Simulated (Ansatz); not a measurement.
# CuF (model cell, started as CsCl type): from the cell to its phonons, part 2 of 2

How does CuF (model cell, started as CsCl type) vibrate, and is this structure a minimum?

Ansatz 0.2.0; DFT r2SCAN, scalar-relativistic, plane waves, PAW.

So far. Step 4 (Relaxing to small forces for the phonons): The forces vanish by symmetry and the pressure is 0.000 GPa, within the tolerances set. The cell now holds 10.27 Å³/atom. Step 5 (Modes at Γ): Before it was imposed, the acoustic sum rule was missed by 2.5e-5 eV/Å². Small misses are needed for a sound result but don't prove that mesh and cutoff are converged. The lowest optical mode is real, 69.3 cm⁻¹. The relaxed cell has a = 2.738 Å (conventional setting).

The structure was built from a prototype and need not be the compound's stable phase.

### 6. The dispersion

Stability and thermal properties need the whole zone. Linear response on a 4×4×4 q mesh gives force constants as far as a supercell of that size would.

Input file input.yaml:

```yaml
crystal:
  lattice:
    - [2.7384665451, 0.0, 0.0]
    - [0.0, 2.7384665451, 0.0]
    - [0.0, 0.0, 2.7384665451]
  atoms:
    - { symbol: Cu, position: [0.0, 0.0, 0.0] }
    - { symbol: F, position: [0.5, 0.5, 0.5] }
kpoints:
  mp_grid: { grid: [16, 16, 16] }
hamiltonian:
  xc: r2scan
scf:
  occupations: { method: methfessel_paxton, width: 0.15 }
output:
  eigenvalues: true
phonons:
  method: dfpt
  qmesh: [4, 4, 4]
  temperatures: { t_max: 1000, t_step: 50 }
  qpath:
    path:
      - [[0.0, 0.0, 0.0], [0.0, 0.5, 0.0], [0.5, 0.5, 0.0], [0.0, 0.0, 0.0], [0.5, 0.5, 0.5], [0.0, 0.5, 0.0]]
      - [[0.5, 0.5, 0.5], [0.5, 0.5, 0.0]]
    npoints: 10
```

On the command line:

```
ansatz run input.yaml --threads 4 --pin off --max-ram 7168MiB --backend cpu --events-out ev --progress --plain --runs-dir out
```

Numbers of over 12 decimals in the logs are rounded to 6 here.

The program printed:

```text
[...]
Crystal: 2 atoms, lattice volume = 20.536 Å³
Basis set: ecut = 500 eV, 485 PW (Γ), exchange–correlation on 200×200×200 points (1000 copies of the dense FFT grid, shifted against one another)
Bands: 17, of which v1, the nominal top of the filled ones, is band 13 counted from 1 (12 counted from 0)
Symmetry: 48 space group operations
k-points: 405 of 4096 (irreducible under 8 space group operations, time reversal used)
[...]
SCF iter   1: F=—  HF=-7439.911284 eV  |F-HF|=—  |Δ(HF+E_count)|=         —  Δρ=4.43e-2  dr2=2.22e-1  dr2_τ=1.90e-2  ethr=1.77e-3  ⟨swp⟩=4.4  Hψ=28337  notcnv=0
[...]
SCF iter  10: F=-7439.881804 eV  HF=-7439.881804 eV  |F-HF|=1.82e-12  |Δ(HF+E_count)|=  1.00e-11  S|Δr|=    0.00e0  Δρ=2.94e-8  dr2=7.84e-14  dr2_τ=2.90e-15  ethr=1.00e-12  ⟨swp⟩=5.0  Hψ=28011  notcnv=0
SCF 1 converged in 10 iterations: F = -7439.881804 eV  dr2 = 7.84e-14
[...]
Basis set: ecut = 500 eV, 485 PW (Γ), exchange–correlation on 80×80×80 points (64 copies of the dense FFT grid, shifted against one another)
k-points: 165 of 4096
[...]
SCF iter   3: F=-7439.881798 eV  HF=-7439.881798 eV  |F-HF|=1.82e-12  |Δ(HF+E_count)|=    0.00e0  S|Δr|=    0.00e0  Δρ=2.20e-7  dr2=3.82e-12  dr2_τ=6.22e-13  ethr=1.00e-12  ⟨swp⟩=4.1  Hψ=8401  notcnv=0
SCF 2 converged in 3 iterations: F = -7439.881798 eV  dr2 = 3.82e-12
phonons: the bands overlap, so this run is a metal and interpolates without the dipole-dipole term. If the crystal is really an insulator or semiconductor, its LO-TO splitting is missing
[...]
NSCF: frozen V_eff on 165 k-points
[...]
SCF converged after 10 iterations
[...]
Free energy (F): -7439.881804 eV
[...]
Internal energy: -7439.889775 eV  (E = F + TS)
E sigma→0 (E₀):  -7439.883797 eV
Entropy (-TS):   0.007971 eV (3.986 meV/atom)
Fermi energy:    11.313483 eV
[...]
--- Band table (eV; the first three rows and the last of 405) ---
  k-point 0: bands = [... 9 lower, 9.4328, 9.8326, 10.9233, 10.9233, 10.9233, 27.3430, 27.3430, 29.2500]
  k-point 1: bands = [... 9 lower, 9.4954, 10.0547, 10.9252, 10.9290, 10.9290, 26.5267, 27.3853, 29.2457]
  k-point 2: bands = [... 9 lower, 9.6572, 10.6107, 10.9307, 10.9459, 10.9459, 25.1295, 27.5128, 29.2286]
  k-point 404: bands = [... 9 lower, 11.2234, 11.2234, 11.3417, 11.3417, 18.7992, 18.7992, 18.7992, 23.4865]
[...]
ASR residual: 2.499e-5 → 0.000e0 eV/Å²; symmetrization residual: 1.694e-6 eV/Å²
  ASR residual per site (eV/Å²): 2.50e-5 1.60e-5
  Γ frequencies (cm⁻¹): 0.00 0.00 0.00 69.33 69.33 69.33
--- Phonons (arbitrary-q DFPT): 10 irreducible q on the 4×4×4 mesh ---
  q = [0.0000, 0.0000, 0.0000] (star 1, of the zone-centre solve; hermiticity 1.31e-5, symmetrization 6.74e-12): -0.00 -0.00 0.00 69.33 69.33 69.33
  q = [0.0000, 0.0000, 0.2500] (star 6, 4 solved perturbations in 4032 linear systems a pass and spin channel, the states on 1296 of 4096 k-point pairs; hermiticity 3.47e-6, symmetrization 8.00e-13): -86.16 -86.16 27.28 27.28 121.60 217.35
[...]
q = [0.0000, 0.2500, -0.5000] (star 12, 6 solved perturbations on 1296 of 4096 k-point pairs; hermiticity 1.47e-6, symmetrization 1.09e-13): -121.95 -40.51 73.47 121.47 167.14 267.04
[...]
sum rule: each row above includes the acoustic sum rule's correction from the zone centre's row sums; it moved no ω² by more than (0.48 cm⁻¹)²
  mesh force constants: q→R imaginary residual 4.10e-18; ASR residual 2.499e-5 → 0.000e0 eV/Å²; symmetrization residual 1.554e-15 eV/Å²
  interpolated dispersion: 62 rows × 6 modes
  density of states and harmonic sums: on the 24×24×24 q-mesh, interpolated from the force constants of a 4×4×4 supercell (no non-analytic term)
  largest difference from the sums on the solved wave vectors: F 1.01e-2 eV, S 1.35e-5 and C_V 3.41e-6 eV/K
  zero-point energy: 0.036466 eV/cell   skipped modes (ω ≤ 0): 599, of them read as no rigid motion or as one in doubt: 596 (1.305e0 modes/cell left out, lowest -134.43 cm⁻¹)   left out of the sums: 2.18e-1 of the cell's modes: C_V's classical limit lies that fraction below 3 k_B per atom; for a crystal, a wire or a layer, F and S can be off by more, and a phonons.interpolated_qmesh denser along its periods is the remedy for the sampling
```

It took 26 min on 4 threads of Arm Neoverse V1, shared host; peak memory 4.1 GiB.

This step gave:

- lowest frequency on the path: -134.4 cm⁻¹
- highest frequency on the path or at a solved wavevector: 272.6 cm⁻¹
- lowest mode on the q mesh (acoustic modes at Γ apart): -134.4 cm⁻¹

Frequencies (cm⁻¹) solved at each irreducible wavevector; negative means imaginary. Frequencies by wavevector, by row:

| q in reciprocal lattice units | star | mode 1 | mode 2 | mode 3 | mode 4 | mode 5 | mode 6 |
| --- | --- | --- | --- | --- | --- | --- | --- |
| 0 0 0 | 1 | 0 | 0 | 0 | 69.3 | 69.3 | 69.3 |
| 0 0 0.25 | 6 | -86.2 | -86.2 | 27.3 | 27.3 | 121.6 | 217.3 |
| 0 0 -0.5 | 3 | -134.4 | -134.4 | -19.5 | -19.5 | 167.5 | 272.6 |
| 0 0.25 0.25 | 12 | -106.1 | -21.9 | 58.5 | 124.3 | 183.4 | 197.8 |
| 0 0.25 -0.5 | 12 | -122 | -40.5 | 73.5 | 121.5 | 167.1 | 267 |
| 0 -0.5 -0.5 | 3 | -108.1 | -53.2 | 83.6 | 83.6 | 249.4 | 249.4 |
| 0.25 0.25 0.25 | 8 | 44.5 | 44.5 | 119 | 133.9 | 133.9 | 215 |
| 0.25 0.25 -0.5 | 12 | 9.4 | 62.5 | 65.3 | 97.3 | 171.2 | 240.3 |
| 0.25 -0.5 -0.5 | 6 | 49.9 | 55.4 | 78.2 | 78.2 | 200.8 | 200.8 |
| -0.5 -0.5 -0.5 | 1 | 90.7 | 90.7 | 90.7 | 130.9 | 130.9 | 130.9 |

Interpolated from a 4×4×4 q mesh. The phonon branches at the labelled points (cm⁻¹):

| point | branch 1 | branch 2 | branch 3 | branch 4 | branch 5 | branch 6 |
| --- | --- | --- | --- | --- | --- | --- |
| Γ | 0 | 0 | 0 | 69 | 69 | 69 |
| halfway | -86 | -86 | 27 | 27 | 122 | 217 |
| X | -134 | -134 | -20 | -20 | 168 | 273 |
| halfway | -122 | -40 | 74 | 122 | 167 | 267 |
| M | -108 | -53 | 84 | 84 | 249 | 249 |
| halfway | -106 | -22 | 58 | 124 | 183 | 198 |
| Γ | 0 | 0 | 0 | 69 | 69 | 69 |
| halfway | 44 | 44 | 119 | 134 | 134 | 215 |
| R | 91 | 91 | 91 | 131 | 131 | 131 |
| halfway | 9 | 62 | 65 | 97 | 171 | 240 |
| X | -134 | -134 | -20 | -20 | 168 | 273 |
| jump to R | 91 | 91 | 91 | 131 | 131 | 131 |
| halfway | 50 | 55 | 78 | 78 | 201 | 201 |
| M | -108 | -53 | 84 | 84 | 249 | 249 |

The phonon branches as a text plot (rows in cm⁻¹):

```
    264 |      *******                               *****
    247 |    **       ****                          *          **
    230 |             *   *                                   *
    213 |   *        *     **           ****       *
    196 |           *        *         *          *          *
    179 |                    **             *      **       *
    162 |  *   ****           *      **          **  * *** *
    145 |    **    *           *         *****  *     *
    128 |   *             **** *    *  **    ****         *
    111 | *         **   *    * *    ******      *   *     *
     95 |          *  * *      **  ****    * **** ***     *
     78 |* *        *******      ***        **  ****  *    ******
     61 |**        *       **** **  *      *        **      **
     44 |  *      *            **      ****          **      *
     27 |*  **                 *** ****                *
     10 |     *               *    *                *
     -7 |*       **               *                     *
    -24 | *    ****          *   *                       *    *
    -41 |  *       ***   ****   *                              *
    -58 |             ***                                       *
    -75 |                      *                     * *      *
    -92 |   *                 *                       *        *
   -109 |    **      *********                         *        *
   -126 |      ******                                   **
         Γ      X      M          Γ            R        X|R     M
```

Tetrahedra on a 24×24×24 mesh, mean over bins of 5 cm-1. Interpolated from a 4×4×4 q mesh. The phonon density of states by wavenumber; read off at these points:

wavenumber (cm⁻¹), phonon density of states (1/cm⁻¹/cell) and a bar:
```
     -132     0.0016 
     -122     0.0076 #####
     -112     0.0178 ############
      -98     0.0115 #######
      -88     0.0094 ######
      -78     0.0084 #####
      -68     0.0072 ####
      -58     0.0065 ####
      -42     0.0127 ########
      -32     0.0126 ########
      -22     0.0099 ######
      -12     0.0084 #####
       -2     0.0075 ####
        8     0.0078 #####
       22     0.0115 ########
       32     0.0167 ###########
       42     0.0228 ################
       52     0.0277 ####################
       62     0.0300 ######################
       78     0.0410 ##############################
       88     0.0183 #############
       98     0.0180 ############
      108     0.0217 ###############
      118     0.0265 ###################
      122     0.0282 ####################
      132     0.0081 #####
      142     0.0107 #######
      152     0.0184 #############
      162     0.0141 #########
      172     0.0130 #########
      182     0.0118 ########
      198     0.0111 #######
      208     0.0116 ########
      218     0.0154 ##########
      222     0.0169 ############
      228     0.0167 ###########
      238     0.0160 ###########
      252     0.0135 #########
      262     0.0112 #######
      272     0.0055 ###
```

The partial phonon density of states has structure finer than the step of the table below, so its rows give means over 10 cm⁻¹, whole bins alone (the curve runs from -144 to 290 cm⁻¹). Peaks (cm⁻¹: height): Cu -18.3: 0.0104, 77.3: 0.0319, 118.3: 0.0205, 148.3: 0.0100; F -111.2: 0.0166, -81.1: 0.0115, -53.8: 0.00857, 99.2: 0.00811, 115.6: 0.00785, 175.7: 0.0116, 227.6: 0.0164.

Phonopy on the run's constants, 21x21x21 mesh, Gaussian sigma 3.1 cm-1. Interpolated from a 4×4×4 q mesh. The partial phonon density of states by wavenumber; means over each step; values in 1/cm⁻¹/cell:

| wavenumber (cm⁻¹) | Cu | F |
| --- | --- | --- |
| -130 | 4.0e-6 | 0.00378 |
| -120 | 3.3e-5 | 0.0106 |
| -110 | 9.9e-5 | 0.0154 |
| -100 | 1.8e-4 | 0.0130 |
| -90 | 2.5e-4 | 0.00894 |
| -80 | 4.6e-4 | 0.00984 |
| -70 | 5.7e-4 | 0.00494 |
| -60 | 0.00109 | 0.00577 |
| -50 | 0.00493 | 0.00563 |
| -40 | 0.00920 | 0.00310 |
| -30 | 0.0103 | 0.00285 |
| -20 | 0.00979 | 0.00137 |
| -10 | 0.00498 | 5.7e-4 |
| 0 | 0.00277 | 4.5e-4 |
| 10 | 0.00617 | 9.1e-4 |
| 20 | 0.00950 | 0.00202 |
| 30 | 0.0160 | 0.00394 |
| 40 | 0.0168 | 0.00293 |
| 50 | 0.0233 | 0.00397 |
| 60 | 0.0248 | 0.00498 |
| 70 | 0.0264 | 0.00594 |
| 80 | 0.0282 | 0.00645 |
| 90 | 0.0132 | 0.00536 |
| 100 | 0.0129 | 0.00745 |
| 110 | 0.0142 | 0.00655 |
| 120 | 0.0196 | 0.00689 |
| 130 | 0.0124 | 0.00339 |
| 140 | 0.00664 | 0.00539 |
| 150 | 0.00904 | 0.00560 |
| 160 | 0.00638 | 0.00902 |
| 170 | 0.00229 | 0.0103 |
| 180 | 0.00160 | 0.0104 |
| 190 | 0.00119 | 0.00985 |
| 200 | 9.5e-4 | 0.0105 |
| 210 | 8.3e-4 | 0.0116 |
| 220 | 7.0e-4 | 0.0149 |
| 230 | 7.0e-4 | 0.0159 |
| 240 | 6.1e-4 | 0.0149 |
| 250 | 4.8e-4 | 0.0142 |
| 260 | 2.1e-4 | 0.0117 |
| 270 | 6.3e-5 | 0.00798 |
| 280 | 1.8e-6 | 6.5e-4 |

Second derivatives of the energy by pair, one row for each kind of neighbour of each atom listed. Each entry sums the pair over the periodic images of the supercell that the q mesh stands for, and in a polar crystal it holds the long-range dipole part too. Force constants by pair, by row:

| atom | neighbour | distance (Å) | third of the trace (eV/Å²) | along the pair's line (eV/Å²) |
| --- | --- | --- | --- | --- |
| Cu1 | itself | 0 | 1.738 | – |
| Cu1 | F | 2.372 | -0.1233 | -0.4361 |
| Cu1 | Cu | 2.738 | -0.047 | -0.8768 |
| Cu1 | Cu | 3.873 | -0.038 | -0.2881 |
| Cu1 | F | 4.541 | 0.0313 | 0.1192 |
| Cu1 | Cu | 4.743 | -0.0547 | -0.1863 |
| Cu1 | Cu | 5.477 | -0.0372 | -0.1345 |
| Cu1 | F | 5.968 | -0.001 | 0.0066 |
| Cu1 | Cu | 6.123 | -0.008 | -0.0264 |
| F2 | itself | 0 | 1.589 | – |
| F2 | Cu | 2.372 | -0.1233 | -0.4361 |
| F2 | F | 2.738 | -0.1382 | -1.134 |
| F2 | F | 3.873 | -0.0673 | -0.2622 |
| F2 | Cu | 4.541 | 0.0313 | 0.1192 |
| F2 | F | 4.743 | 0.0577 | 0.1338 |
| F2 | F | 5.477 | -0.0531 | -0.089 |
| F2 | Cu | 5.968 | -0.001 | 0.0066 |
| F2 | F | 6.123 | -0.0051 | -0.0113 |

Symmetry leaves 10 wavevectors to solve. The lowest mode among them, the acoustic zeros apart, lies at q = (0, 0, -0.5) and is imaginary, 134.4i cm⁻¹, so the energy falls along it.

### 7. Isotope substitution

An isotope changes the mass and not the force constants, so no new electronic calculation is needed; the shifts show which modes move this element.

The same force constants with the mass of Cu changed from 63.546 to 64.928 u (phonopy, no LO-TO term). Both lists are sorted by frequency; levels can cross, so a row need not hold one and the same mode. Modes under 3 cm⁻¹ are left out. Isotope shifts, by row:

| q | rank | natural mass (cm⁻¹) | changed mass (cm⁻¹) |
| --- | --- | --- | --- |
| 0 0 0 | 4 | 69.33 | 69.16 |
| 0 0 0 | 5 | 69.33 | 69.16 |
| 0 0 0 | 6 | 69.33 | 69.16 |
| 0 0 0.25 | 1 | -86.16 | -86.12 |
| 0 0 0.25 | 2 | -86.16 | -86.12 |
| 0 0 0.25 | 3 | 27.28 | 27.01 |
| 0 0 0.25 | 4 | 27.28 | 27.01 |
| 0 0 0.25 | 5 | 121.6 | 120.4 |
| 0 0 0.25 | 6 | 217.3 | 217.2 |
| 0 0 -0.5 | 1 | -134.4 | -134.4 |
| 0 0 -0.5 | 2 | -134.4 | -134.4 |
| 0 0 -0.5 | 3 | -19.48 | -19.27 |
| 0 0 -0.5 | 4 | -19.48 | -19.27 |
| 0 0 -0.5 | 5 | 167.5 | 165.7 |
| 0 0 -0.5 | 6 | 272.6 | 272.6 |
| 0 0.25 0.25 | 1 | -106.1 | -106.1 |
| 0 0.25 0.25 | 2 | -21.88 | -21.65 |
| 0 0.25 0.25 | 3 | 58.47 | 57.9 |
| 0 0.25 0.25 | 4 | 124.3 | 123.1 |
| 0 0.25 0.25 | 5 | 183.4 | 183.2 |
| 0 0.25 0.25 | 6 | 197.8 | 197.8 |

A mode of this element alone would shift by -1.07 %. The highest zone-centre frequency without the field goes from 69.3 to 69.2 cm⁻¹ (-0.2 %). The product of the frequency ratios over all optical modes at Γ is 0.993; the product rule, (m/m′)^(3k/2) (M′/M)^(3/2) with k = 1 such atoms and M the mass of the cell, gives 0.993.

### 8. Outcome

```yaml
space_group_after_relaxation_within_0p01_a: Pm-3m
volume_per_atom: 10.3 Å³
electronic_character: no gap on this mesh
highest_optical_mode_at_the_zone_centre_no_lo_to_term: 69.3 cm⁻¹
lowest_optical_zone_centre_mode: 69.3 cm⁻¹
lowest_mode_on_the_q_mesh_acoustic_modes_at_gamma_apart: -134 cm⁻¹
highest_frequency_on_the_path_or_at_a_solved_wavevector: 273 cm⁻¹
imaginary_modes_on_the_4x4x4_q_mesh: yes
```

In words: Modes are clearly imaginary (beyond 10i cm⁻¹) at 5 of the 10 irreducible wavevectors, most at q = (0, 0, -0.5) (134.4i cm⁻¹), so this structure is not a minimum of the energy. The optical modes at Γ form one degenerate level at 69 cm⁻¹. The highest mode in this list at Γ, 69.3 cm⁻¹, is mostly motion of F (77 % of the kinetic energy). With no gap, or one that is small against the smearing, the frequencies hang on the k mesh and the smearing, most of all near Kohn anomalies. A semilocal functional can close a gap that the real compound would have, so the metallic treatment may be an artefact of the level. The starting cell was built on a prototype and not taken from a measurement, so the phase need not exist. These are harmonic frequencies at zero temperature: anharmonic shifts, linewidths and thermal expansion are left out.

[Logs are printed without paths, hosts, clocks, repeated set-up lines and the standing remarks that a program may print on its own settings, such as how far it seeks lower states.]

[Hosts, paths, dates, database ids (printed as entryN), source tags and the programs' standing remarks are cut or masked in the printed files.]
